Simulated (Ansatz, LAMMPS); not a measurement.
# Convergence of a linear-scaling basis for aqueous H3O+ and Cl-, 1.7 mol of acid per kg of water at 280 K (208 atoms)

Wanted: errors and times of a linear-scaling basis for aqueous H3O+ and Cl-, 1.7 mol of acid per kg of water at 280 K (208 atoms). A setting counts as converged where the r.m.s. difference of forces stays under 1 % of the r.m.s. force.

Calculated with Ansatz 0.2.0; Kohn-Sham DFT, PBEsol, PAW (set soft_2), plane waves.

### Step 1. The structure

The cell holds 208 atoms: 68 O, 138 H and 2 Cl. Cell: a = 12.799 Å, b = 12.799 Å, c = 12.799 Å, α = 90.0°, β = 90.0°, γ = 90.0°. 66 H2O, 2 H3O+, 2 Cl- placed at random, at 1.03 g/cm³; overlaps pushed apart, then 10 ps at 420 K with Joung-Cheatham ions (J. Phys. Chem. B 112, 9020 (2008)); MMFF94 bonds, angles, torsions, charges and radii (Halgren, J. Comput. Chem. 17, 490 (1996)) in harmonic and 12-6 forms; SPC/E water (Berendsen, Grigera and Straatsma, J. Phys. Chem. 91, 6269 (1987)). Snapshot after 20 ps at 280 K and fixed volume.

Before any run, some limits are plain. The network of contacts between molecules at the start is that of the classical potential that made the cell, and needn't be the one that DFT or experiment would give. The functional has no dispersion term, which matters for the binding between molecules or layers. The density was typed from a rule of thumb and may lie off the real one at this temperature. Sampling is at Γ alone, for a cell whose shortest periodic width is 13 Å.

### Step 2. The classical run that made the cell

A classical potential makes the cell, at a small fraction of what the same run would cost in DFT.

This step: classical MD, Joung-Cheatham ions (J. Phys. Chem. B 112, 9020 (2008)); MMFF94 bonds, angles, torsions, charges and radii (Halgren, J. Comput. Chem. 17, 490 (1996)) in harmonic and 12-6 forms; SPC/E water (Berendsen, Grigera and Straatsma, J. Phys. Chem. 91, 6269 (1987)) (LAMMPS 22 Jul 2025 - Update 4).

File in.lmp:

```
# aqueous H3O+ and Cl-, 1.7 mol of salt per kg of water
units real
atom_style full
boundary p p p
bond_style harmonic
angle_style harmonic
dihedral_style opls
improper_style harmonic
special_bonds lj 0 0 0.5 coul 0 0 0.75
read_data data.lmp
neigh_modify delay 0 every 1 check yes one 4000
comm_modify cutoff 12.0
timestep 0.5
thermo_style custom step time temp pe press density
thermo_modify norm yes
# push overlapping molecules apart
pair_style soft 2.6
pair_coeff * * 0.0
variable a equal ramp(1,60)
fix ad all adapt 1 pair soft a * * v_a
velocity all create 420 785811 mom yes dist gaussian
fix lim all nve/limit 0.03
fix lan all langevin 420 420 50 785812 zero yes
thermo 1000
run 3000 post no
unfix ad
pair_style lj/cut/coul/long 9.0
pair_modify mix arithmetic tail yes
pair_coeff 1 1 0.0763 3.3270   # O
pair_coeff 2 2 0.0100 1.2000   # H
pair_coeff 3 3 0.1553 3.1660   # O
pair_coeff 4 4 0.0000 1.0000   # H
pair_coeff 5 5 0.0128 4.8305   # Cl
kspace_style pppm 1.0e-4
# [... 18 lines left out ...]
compute msd all msd com yes
thermo 5000
fix md all nvt temp 280 280 100
run 20000 post no
print "== T280: mean square displacement over the hold $(c_msd[4]:%.2f) A^2"
unfix md
uncompute msd
write_dump all custom T280.dump id type xs ys zs modify sort id
```

Run with:

```
$ lmp -in in.lmp -log none -nocite
```

Standard output:

```text
LAMMPS (22 Jul 2025 - Update 4)
Reading data file ...
  orthogonal box = (0 0 0) to (12.79881 12.79881 12.79881)
  208 atoms
  orthogonal box = (0 0 0) to (12.79881 12.79881 12.79881)
  138 bonds
  72 angles
   Step          Time           Temp          PotEng         Press         Density
         0   0              420            0.21198432     9633.1232      1.0280011
      1000   500            420.13728      0.82294987     34406.402      1.0280011
      2000   1000           383.37968      0.78416518     35827.814      1.0280011
      3000   1500           404.38961      0.69783449     35024.952      1.0280011
Loop time of 0.347815 s on 1 MPI rank(s) for 3000 steps with 208 atoms
PPPM initialization ...
  G vector (1/distance) = 0.30101051
  grid = 8 8 8
  estimated relative force accuracy = 7.051958e-05
   Step          Time           Temp          PotEng         Press         Density
      3000   1500           404.38961      1.1572125      60343.698      1.0280011
[... 13 lines left out ...]
      2000   1000           392.9949      -4.4982005      4650.1686      1.0280011
Loop time of 2.40542 s on 1 MPI rank(s) for 2000 steps with 208 atoms
   Step          Time           Temp          PotEng         Press         Density
      2000   1000           576.94996     -4.9789626     -22255.276      1.0280011
[... 5 lines left out ...]
Loop time of 13.0461 s on 1 MPI rank(s) for 10000 steps with 208 atoms
   Step          Time           Temp          PotEng         Press         Density
[... 4 lines left out ...]
Loop time of 6.46921 s on 1 MPI rank(s) for 5000 steps with 208 atoms
   Step          Time           Temp          PotEng         Press         Density
[... 2 lines left out ...]
     25000   24000          280.71999     -5.3408018      493.90963      1.0280011
     30000   29000          297.87848     -5.3752645     -1715.8841      1.0280011
     35000   34000          263.36747     -5.3280609     -149.55181      1.0280011
     37000   36000          277.99371     -5.4554457     -730.97529      1.0280011
Loop time of 25.2113 s on 1 MPI rank(s) for 20000 steps with 208 atoms
== T280: mean square displacement over the hold 17.56 A^2
```

Run time: 49 s. Hardware: 1 thread of Arm Neoverse N1, shared host; peak memory 0.13 GiB.

The input also reads data.lmp (atoms, bonds and types; not printed here).

### Step 3. Plane-wave single point

The first run fixes the reference, at a cutoff of 420 eV.

File input.yaml:

```yaml
crystal:
  lattice:
    - [12.79881, 0.0, 0.0]
    - [0.0, 12.79881, 0.0]
    - [0.0, 0.0, 12.79881]
  atoms:
    - { symbol: O, position: [0.33904, 0.3823, 0.588] }
    - { symbol: H, position: [0.39201, 0.39336, 0.64218] }
    - { symbol: H, position: [0.31339, 0.45822, 0.58035] }
    - { symbol: H, position: [0.37646, 0.36371, 0.52466] }
    - { symbol: O, position: [0.94257, 0.68077, 0.26713] }
    - { symbol: H, position: [0.86726, 0.6638, 0.2768] }
    - { symbol: H, position: [0.94642, 0.69223, 0.19213] }
    - { symbol: H, position: [0.95568, 0.75117, 0.30117] }
    - { symbol: O, position: [0.35824, 0.96739, 0.01151] }
    - { symbol: H, position: [0.43253, 0.9434, 0.01471] }
    - { symbol: H, position: [0.35347, 0.0409, 0.03755] }
    - { symbol: O, position: [0.32211, 0.96961, 0.36297] }
    - { symbol: H, position: [0.30977, 0.98529, 0.43851] }
    - { symbol: H, position: [0.27146, 0.01008, 0.31936] }
    - { symbol: O, position: [0.36585, 0.17993, 0.08413] }
    - { symbol: H, position: [0.30649, 0.21195, 0.04468] }
    - { symbol: H, position: [0.34833, 0.1777, 0.16024] }
    - { symbol: O, position: [0.03643, 0.30085, 0.75585] }
    - { symbol: H, position: [0.98682, 0.24153, 0.74472] }
    - { symbol: H, position: [0.02502, 0.33137, 0.82686] }
    - { symbol: O, position: [0.08638, 0.59833, 0.51956] }
    - { symbol: H, position: [0.09944, 0.52586, 0.54568] }
    - { symbol: H, position: [0.01533, 0.62173, 0.54211] }
    - { symbol: O, position: [0.94098, 0.83817, 0.40751] }
    - { symbol: H, position: [0.94912, 0.81614, 0.48203] }
    - { symbol: H, position: [0.92733, 0.91504, 0.40442] }
    - { symbol: O, position: [0.65513, 0.53571, 0.58596] }
    - { symbol: H, position: [0.723, 0.49793, 0.57754] }
    - { symbol: H, position: [0.66339, 0.60969, 0.56223] }
    - { symbol: O, position: [0.00174, 0.63092, 0.86972] }
    - { symbol: H, position: [0.0776, 0.61434, 0.86113] }
    - { symbol: H, position: [0.96577, 0.62485, 0.80062] }
    [... 170 atom lines left out ...]
    - { symbol: H, position: [0.222, 0.62429, 0.55762] }
    - { symbol: O, position: [0.02127, 0.36753, 0.9565] }
    - { symbol: H, position: [0.08546, 0.37798, 0.99981] }
    - { symbol: H, position: [0.96972, 0.42408, 0.97227] }
    - { symbol: Cl, position: [0.79974, 0.15409, 0.55715] }
    - { symbol: Cl, position: [0.51068, 0.67236, 0.19357] }
kpoints:
  mp_grid: { grid: [1, 1, 1] }
hamiltonian:
  xc: pbesol
scf:
  occupations: { method: fixed }
output:
  forces: true
  stress: true
  populations: true
  dos:
    method: { smearing: { sigma: 0.15 } }
    de: 0.1
    projected: { site_lists: { Cl: [Cl], H: [H], O: [O] } }
  eigenvalues: true
  write_density: true
  write_potential: true
  volumetric_format: npy
```

Run with:

```
$ ansatz run input.yaml --threads 8 --pin off --max-ram 15872MiB --backend cpu --events-out ev --progress --plain --runs-dir out
```

Standard output:

```text
Engine: ansatz 0.2.0, aarch64-unknown-linux-gnu
Pseudopotentials: kind: paw
Pseudopotential: O, paw, valence charge 6, recommended cutoff 420 eV (normal), O.paw.azcp
Pseudopotential: H, paw, valence charge 1, recommended cutoff 420 eV (normal), H.paw.azcp
Pseudopotential: Cl, paw, valence charge 7, recommended cutoff 420 eV (normal), Cl.paw.azcp
[... 3 lines on functional and potentials left out ...]
Crystal: 208 atoms, lattice volume = 2096.567 Å³
Basis set: ecut = 420 eV, 40843 PW (Γ), exchange–correlation on 180×180×180 points (8 copies of the dense FFT grid, shifted against one another)
Bands: 488, of which v1, the nominal top of the filled ones, is band 280 counted from 1 (279 counted from 0)
Symmetry: 1 space group operations
Space group: P1 (ITA 1), of the structure as read, at distance tolerance 1.3e-4 Å
k-points: 1
[... 9 lines on functional and potentials left out ...]
Initial density: superposition of atomic densities (neutral atoms: chi_scale 0, normalization atom), corrected by the library's trained network
Initial wavefunctions: pseudopotential atomic-orbital guess
Functional: x = pbesol(κ = 0.804, μ = 0.123457), c = pbesol(β = 0.046)
SCF iter   1: F=—  HF=-42453.235886 eV  |F-HF|=—  |Δ(HF+E_count)|=         —  Δρ=5.93e-3  dr2=6.02e-1  ethr=1.77e-3  ⟨swp⟩=5.0  Hψ=1742  notcnv=0  defer=205
preconditioner: auto → Resta (q_TF=auto, 2.189 Å⁻¹)  ε∞=2.2  [insulator: Δε(μ)=4.004 eV  Ē_g=17.587 eV  n_scr=364 (ndim 8)  ℏωp=19.2 eV  f_vac=0.270  ε∞_Penn≈2.2]
SCF iter   2: F=—  HF=-42453.034902 eV  |F-HF|=—  |Δ(HF+E_count)|=   2.01e-1  Δρ=2.31e-3  dr2=8.95e-2  ethr=1.08e-4  ⟨swp⟩=2.0  Hψ=771  notcnv=0  defer=206
SCF iter   3: F=—  HF=-42453.009275 eV  |F-HF|=—  |Δ(HF+E_count)|=   2.56e-2  Δρ=1.01e-3  dr2=2.29e-2  ethr=1.60e-5  ⟨swp⟩=3.0  Hψ=568  notcnv=0  defer=206
SCF iter   4: F=—  HF=-42453.007655 eV  |F-HF|=—  |Δ(HF+E_count)|=   1.62e-3  Δρ=2.50e-4  dr2=1.27e-3  ethr=4.10e-6  ⟨swp⟩=3.0  Hψ=499  notcnv=0  defer=206
SCF iter   5: F=—  HF=-42453.007965 eV  |F-HF|=—  |Δ(HF+E_count)|=   3.10e-4  Δρ=1.60e-4  dr2=4.26e-4  ethr=2.27e-7  ⟨swp⟩=2.0  Hψ=842  notcnv=0  defer=206
SCF iter   6: F=—  HF=-42453.007992 eV  |F-HF|=—  |Δ(HF+E_count)|=   2.72e-5  Δρ=3.53e-5  dr2=2.62e-5  ethr=7.61e-8  ⟨swp⟩=2.0  Hψ=565  notcnv=0  defer=201
SCF iter   7: F=—  HF=-42453.008169 eV  |F-HF|=—  |Δ(HF+E_count)|=   1.77e-4  Δρ=1.13e-5  dr2=2.29e-6  ethr=4.68e-9  ⟨swp⟩=2.0  Hψ=565  notcnv=0  defer=201
SCF iter   8: F=—  HF=-42453.008173 eV  |F-HF|=—  |Δ(HF+E_count)|=   3.36e-6  Δρ=6.37e-6  dr2=6.54e-7  ethr=4.09e-10  ⟨swp⟩=2.0  Hψ=567  notcnv=0  defer=201
SCF iter   9: F=-42453.008173 eV  HF=-42453.008173 eV  |F-HF|=5.07e-8  |Δ(HF+E_count)|=   2.98e-7  Δρ=1.68e-6  dr2=5.95e-8  ethr=1.79e-11  ⟨swp⟩=19.0  Hψ=4830  notcnv=0
SCF 1 converged in 9 iterations: F = -42453.008173 eV  dr2 = 5.95e-8
  greatest PAW one-centre occupation: 0.903 electrons in one spin orbital (limit 2), on the Cl atom at site 206 (counted from 0), in its partial waves of l = 0
WARN: The input density's exchange-correlation potential varies sharply where the density is thin. Do not read a vacuum level from v_tot or v_xc, or from such a field of the output density. On a cell that repeats whose density bears no net charge and no dipole along the vacuum's axis use v_es (v_loc + v_h of the components); [...]
SCF converged after 9 iterations
Free energy (F): -42453.008173 eV
Harris-Foulkes:  -42453.008173 eV  (|F-HF|=5.07e-8)
Internal energy: -42453.008173 eV  (E = F + TS)
E sigma→0 (E₀):  -42453.008173 eV
Fermi energy:    -1.985405 eV
--- Per-component energies (eV) ---
  E_band       = -5320.977413
  E_kinetic    = 14019.405842
  E_local      = -43837.360882  (includes V_loc(G=0)·N_el)
  E_nonlocal   = 3580.162317
  E_hartree    = 15766.940208
  E_xc         = -6294.928160
  E_vxc        = -8062.196493  (∫ρ·V_xc dr)
  E_paw        = -11751.875577  (= ΣΔE_a)
  E_vpaw       = -2554.896003  (= ΣTr[D̂ρ^β])
  E_aug_tail   = 0.014942  (compensation charges beyond the density's cutoff)
  E_ewald      = -13937.923305
  E_core_change = 2.556442  (= ΣΔE_core)
  E_smearing   = -0.000000  (= −TS)
  E_closure    = -0.000000  (closes the sum)
  Σ components = -42453.008173   (vs F -42453.008173, Δ=0.00e0)
--- Forces (eV/Å), atoms counted from 1 ---
  atom   1  O     -2.24997088     1.65377223     1.12524411
  atom   2  H      1.64382659    -0.61835466     0.80885641
  atom   3  H     -0.28210784     0.13867892    -0.19295631
  atom   4  H      1.61080705    -0.45537156    -1.78274428
  atom   5  O      0.19175150     0.10083113     0.85250980
  atom   6  H     -0.88128317    -0.08373694     0.53328793
  atom   7  H      0.09423314    -0.10799921    -1.81727456
  atom   8  H     -0.20628235     0.32673882     0.66534555
  atom   9  O     -0.60582267    -0.03790478    -0.16205462
  atom  10  H     -0.06553184     0.63057444     0.30838450
  atom  11  H      0.52286585    -0.37970615     0.01230603
  atom  12  O      0.13249338     0.12814579     0.39001099
  atom  13  H     -0.29713962     0.27918380    -1.11821100
  atom  14  H      0.00099601    -0.32158049     0.98509607
[...]
atom 207  Cl     0.17911550     0.30198824     0.00861287
  atom 208  Cl    -0.06105557    -0.12248595    -0.10972104
  max |Σ_I F_I| component: 7.64e-5 eV/Å
--- Stress (GPa, compression-positive) ---
       -2.153059      -0.179608      -0.076803
       -0.179609      -2.968573      -0.126192
       -0.076803      -0.126192      -2.016432
  P = ⅓ Tr σ = -2.3794 GPa (-23.794 kbar)
--- Band table (eV) ---
  k-point 0: bands = ["-23.5456", "-23.4984", "-21.9348", "-21.6483", [... 472 levels ...], "11.0048", "11.0099", "11.0625", "11.0785", "11.0935", "11.1319", "11.1438", "11.2211", "11.2317", "11.2687", "11.2910", "11.3125"]
--- Löwdin populations: 208 sites ---
  site symbol       q [e]
     0      O      6.4878
     1      H      0.5761
     2      H      0.5853
[...]
207     Cl      7.5328
  spilling = 0.010705 (of n_electrons = 560.000000)
```

The job ended after 40 s (8 threads of Arm Neoverse N1, shared host; peak memory 3 GiB; 5 min of CPU time).

In the SCF lines HF is the Harris–Foulkes energy and dr2 the Hartree energy of the density residual, in eV; the loop may stop once dr2 is under the threshold and the program's other checks hold. Hψ counts applications of the Hamiltonian.

The program notes that the exchange-correlation potential is rough where the density is thin.

The run gave:

* free energy: -42453.0082 eV
* free energy per atom: -204.1010 eV/atom
* SCF cycles: 9
* pressure: -2.379 GPa
* r.m.s. force component: 0.4765 eV/Å
* longest force: 3.011 eV/Å
* Fermi energy: -1.985 eV
* gap (highest filled to lowest empty level): 3.912 eV
* spilling of the projection: 0.0107

Neighbours are counted within 1.21 Å (H-O).

Length of the force by element and coordination:

```
element  coordination  atoms  mean length of the force (eV/Å)  spread  least   most
     Cl           all      2                            0.263  0.0879  0.175  0.351
      H           all    138                            0.818   0.325  0.216   2.45
      O           all     68                            0.615   0.365  0.133   3.01
      O             2     66                            0.574   0.219  0.133   1.13
      O             3      2                             1.95    1.07  0.880   3.01
```

Löwdin charges by element and coordination (they lack the spilled electrons, 0.029 e an atom on average):

```
element  coordination  atoms  mean charge (e)  spread   least    most
     Cl           all      2           -0.514  0.0188  -0.533  -0.495
      H           all    138            0.389  0.0145   0.348   0.430
      O           all     68           -0.687  0.0427  -0.750  -0.480
      O             2     66           -0.693  0.0245  -0.750  -0.641
      O             3      2           -0.484  0.0038  -0.488  -0.480
```

States in the cell by windows of 1 eV, zero at the Fermi level; the larger projections on atomic orbitals stand beside the total:

```
from (eV)  to (eV)  total   O p   H s
      -10       -9    0.0   0.0   0.0
       -9       -8    9.7   6.9   2.6
       -8       -7   66.3  45.7  19.4
       -7       -6   59.6  41.5  17.2
       -6       -5    4.6   3.2   1.3
       -5       -4   35.5  27.5   3.7
       -4       -3   51.6  42.0   3.8
       -3       -2   46.4  39.8   1.8
       -2       -1   98.5  87.3   0.7
       -1        0   47.1  46.1   0.2
        0        1    0.8   0.8   0.0
        1        3    0.0   0.0   0.0
        3        4    1.8   0.1   1.2
        4        5    2.7   0.2   1.7
```

With fixed occupations the program's Fermi level is the highest filled level; weight inside the gap is the broadening of levels at its edges.

Between -22 and -10 eV lie 140 more states.

The levels nearest the highest filled one (over half full), pooled over k-points and spins:

```
level less the highest filled one (eV)  occupation
                                -0.311           2
                                -0.297           2
                                -0.239           2
                                -0.196           2
                                 -0.16           2
                                     0           2
                                  3.91           0
                                  4.93           0
                                  5.08           0
                                  5.23           0
                                  5.30           0
                                  5.34           0
```

Electrostatic potential energy in the ac plane at fractional y = 0.167, with atoms of O and H and Cl within 0.2 Å of it. With pseudopotentials it is smooth inside the atoms' cores, unlike the true potential.

Ten even steps from '0' (-27 eV) to '9' (5 eV), each cell a mean:
```
9988400149999999987789999999999999999
9988424789999999871178999999999999999
9999888999999999985489999999999999999
9999999999999999998899888999999999999
9999999998789999998988324799999998889
9999999983159999888988413589999997578
9999999997579999899999888778999987788
9999999999999999999999999888999887789
9999999999999999999999999998866788899
9999988999999986799999999997100069999
9998336798636320489999999996000058999
9988227998210000899999999998422388889
9999889999884004999999999888888898888
9999999999999999999999999899999999999
9999999999998999999999999999999999999
9999999999988899999999999999999999999
9999888999999999999999999999999999999
9999888999999999999999999999999999999
9999999999998889999999999999999999999
9999899999984168999999999999999999998
8999988999984026999999999999989998778
9999988999881001999999999999999994248
9999998899874126999999999999999996479
9999873259988889999999999999999999999
```
Columns run along a (12.8 Å; values clipped at the 3rd and 97th percentile), rows up along c (12.8 Å). Atoms in or near the plane, at fractional coordinates: O at (0.37, 0.08), H at (0.35, 0.16), O at (0.37, 0.50), H at (0.29, 0.52), H at (0.13, 0.95), H at (0.62, 0.78), H at (0.27, 0.75), H at (0.12, 0.52), H at (0.50, 0.92), Cl at (0.80, 0.56).

Valence density in the ac plane at fractional y = 0.167, with atoms of O and H and Cl within 0.2 Å of it. It is the smooth field of the valence electrons, not physical close to the nuclei.

Ten steps, logarithmic in the rise over the least value, from '0' (0.0 e/Å³) to '9' (5.9 e/Å³), each cell a mean:
```
0002478874211010123321000000000000110
0011456542100010236632010000000000000
0000112211100001235542111110000000000
1000001122211001123332233221000112221
2110001234431111122122466542101124543
2110011235642122322112566642111135654
1110001123421234432111234442111234543
0000011111111234432100112222222223321
0001122211001123321100001123455432110
0011345432122344311000001134676653110
1012566532355676521000101135766753110
2223554322468998421000001124566643222
4432221111246996411010112222344322223
3321100000123443210112233321111111122
2111000000112211100112344321000011111
0111111001123210000011222211000010010
0011221111333210000000111110000000000
0112332112343211000000000001100000000
1123432111223221000000000011110000000
1123443110124542100000000011111111121
2112332111136875310000000001111134543
2111122111247997420000000000011246764
2101124442246886311000000000001246764
1001257864323443211000000000000123332
```
Columns run along a (12.8 Å), rows up along c (12.8 Å). Atoms in or near the plane, at fractional coordinates: O at (0.37, 0.08), H at (0.35, 0.16), O at (0.37, 0.50), H at (0.29, 0.52), H at (0.13, 0.95), H at (0.62, 0.78), H at (0.27, 0.75), H at (0.12, 0.52), H at (0.50, 0.92), Cl at (0.80, 0.56).

Mean Löwdin charges: Cl -0.51, H +0.39, O -0.69 e (they miss 1.1 % of the electrons, so they add up to more than the cell's charge). The largest share in the top eV of filled states is O p (99 % of the projected weight), and in the lowest eV of empty states H s (70 % of the projected weight).

[end of part 1 of 2]

[Long decimals in the printed logs are rounded to 6 places.]

[Logs are printed without paths, hosts, clocks, repeated set-up lines and the standing remarks that a program may print on its own settings, such as how far it seeks lower states.]

[Hosts, paths, dates, database ids (printed as entryN), source tags and the programs' standing remarks are cut or masked in the printed files.]

[The MMFF94 radii named for the starting cell were scaled by 0.96; in molecules described by MMFF94, hydrogen bound to N, O or S took a small fixed 12-6 site in their place.]
